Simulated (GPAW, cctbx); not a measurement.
## Ca3PbS3O: what bonding does to one electron reflection, worked out

Ca3PbS3O, Pmmm (no. 47), a = 3.9539 Å, b = 5.5841 Å, c = 8.0383 Å, α = 90.00°, β = 90.00°, γ = 90.00°.

```csv
atom,mult.,x,y,z
Pb1,1,0,0,0
Ca1,2,1/2,1/2,0.7764
Ca2,1,0,0,1/2
S1,2,1/2,0,0.2585
S2,1,0,1/2,1/2
O1,1,0,1/2,0
```

The cell comes from substitution in a known structure type and wasn't matched to any measured phase.

A DFT run (GPAW, PBE, 550 eV, 5×4×3 k-points (along the axes of the calculation cell), Fermi–Dirac width 0.05 eV) gives the static X-ray structure factor of 001 as 58.154 e for the conventional cell; superposed free atoms give 58.348 e. **Problem.** Find the Fourier component V of the crystal potential and the two-beam extinction distance at 80 kV in both cases.

## Step 1: Geometry

The cell volume is Ω = 177.48 Å³ and d(001) = 8.0383 Å, so g = 1/d = 0.1244 Å⁻¹.

## Step 2: The nuclei

Electrons feel nuclei as well as electrons, so the nuclear charges are summed with the same phases.

Phase sums Σ exp(2πi h·x), turned so that the total is real and positive: Pb +1.000, Ca -0.669, S -1.107, O +1.000. Then F_Z = 82 × (+1.000) + 20 × (-0.669) + 16 × (-1.107) + 8 × (+1.000) = 58.90 e. The electron term has the same sign for this reflection.

## Step 3: Mott–Bethe

Poisson's equation, term by term, gives V = (e/4πε₀)(F_Z − F)/(πΩg²), with e/4πε₀ = 14.3996 V Å.

The prefactor is 14.3996 × 8.0383²/(π × 177.48) = 1.66873 V per electron. Free atoms: (58.90 − 58.348) × 1.66873 = 0.928 V. Crystal: (58.90 − 58.154) × 1.66873 = 1.252 V. F changes by -0.33 % and V by +34.9 %: the same 0.19 e is measured against F_Z − F = 0.6 e in place of F = 58.3 e.

## Step 4: Extinction distance

In the two-beam case ξ = 1/(λU) with U = 2γm₀eV/h², that is ξ = 150.41 V Å²/(γλV).

At 80 kV, λ = 0.04176 Å and γ = 1.1566. Free atoms: ξ = 3355 Å. Crystal: ξ = 2487 Å. The thickness fringes go as sin²(πt/ξ), so the two patterns slip by a quarter of a period when t|1/ξ₁ − 1/ξ₀| = 1/4, at t ≈ 241 nm. Thermal motion, absorption and many-beam coupling, left out here, change a real pattern.

## Step 5: Answer

V(001) is 1.25 V against 0.93 V, and ξ is 2487 against 3355 Å. Limits: static atoms, two beams.

[Outputs are excerpts: Python notices, other lines and further rows are left out; steps that failed or that the build refused (PBEsol, TPSS) are not shown.]

[Logs are printed without paths, hosts, clocks, repeated set-up lines and the standing remarks that a program may print on its own settings, such as how far it seeks lower states.]
